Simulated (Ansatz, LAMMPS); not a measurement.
# Gap against volume in amorphous polystyrene (as short chains C42H46), from a frame at 500 K, (176 atoms)

Density of this cell: 1.04 g/cm³. The cell holds 176 atoms: 84 C and 92 H. Its edges and angles: a = 11.369 Å, b = 12.153 Å, c = 12.729 Å, α = 89.4°, β = 89.9°, γ = 91.2°. The starting structure: 2 polystyrene chains of 5 units with methyl end groups placed at random, at 0.889 g/cm³; overlaps pushed apart, then 20 ps at 800 K with MMFF94 bonds, angles, torsions, charges and radii (Halgren, J. Comput. Chem. 17, 490 (1996)) in harmonic and 12-6 forms. Snapshot after 30 ps at 500 K and fixed volume.

Calculated with Ansatz 0.2.0: Kohn-Sham DFT, PBE+D4, PAW (set soft_2), plane waves; cutoff 420 eV, Γ point, gaussian smearing of 0.025 eV. The relaxed cell was scaled evenly and the atoms were relaxed at each volume. The gap is that between the highest filled and the lowest empty Kohn-Sham level on the run's k-points.

```
volume (Å³/atom)  gap (eV)
          8.9909               3.744
          9.3905               3.826
          9.6901                3.88
          9.9898               3.932
          10.290                   ?
          10.589               4.004
```

**Question.** Fit a straight line in ln V to the rows given and interpolate to the withheld row.

Worked fit:

A volume deformation potential makes the spacing linear in u = ln(V/V0), with V0 = 9.9898 Å³ the relaxed volume; v is the spacing.

```
u = ln(V/V0)  v (eV)
   -0.105361  3.7438
  -0.0618747  3.8263
  -0.0304593    3.88
           0  3.9318
   0.0582697  4.0044
```

With n = 5: mean u = -0.0278851, mean v = 3.87726, Σ(u − ū)² = 0.015365, Σ(u − ū)(v − v̄) = 0.024540. Slope b = 0.024540 / 0.015365 = 1.5971; intercept a = v̄ − b ū = 3.9218.

At the withheld volume u = 0.02956, and v = a + b u.

Prediction at 10.290: 3.969 eV. The run gave 3.969 eV, so the fit is low by 1.9e-4 eV (0.0049 % of the value).

The slope, +1.60 eV, says that the spacing widens on expansion. Among the rows given, the largest miss of the fit is at 10.589, by 0.010 eV (4.0 % of the range of the table).

Limits: The table spans 16 % in volume, wide for a linear law. Semilocal functionals tend to put gaps under measured ones. Only the Γ point is sampled. Defect or tail levels can set the spacing of a disordered cell.

[Logs are printed without paths, hosts, clocks, repeated set-up lines and the standing remarks that a program may print on its own settings, such as how far it seeks lower states.]

[Hosts, paths, dates, database ids (printed as entryN), source tags and the programs' standing remarks are cut or masked in the printed files.]

[The MMFF94 radii named for the starting cell were scaled by 0.96; in molecules described by MMFF94, hydrogen bound to N, O or S took a small fixed 12-6 site in their place.]
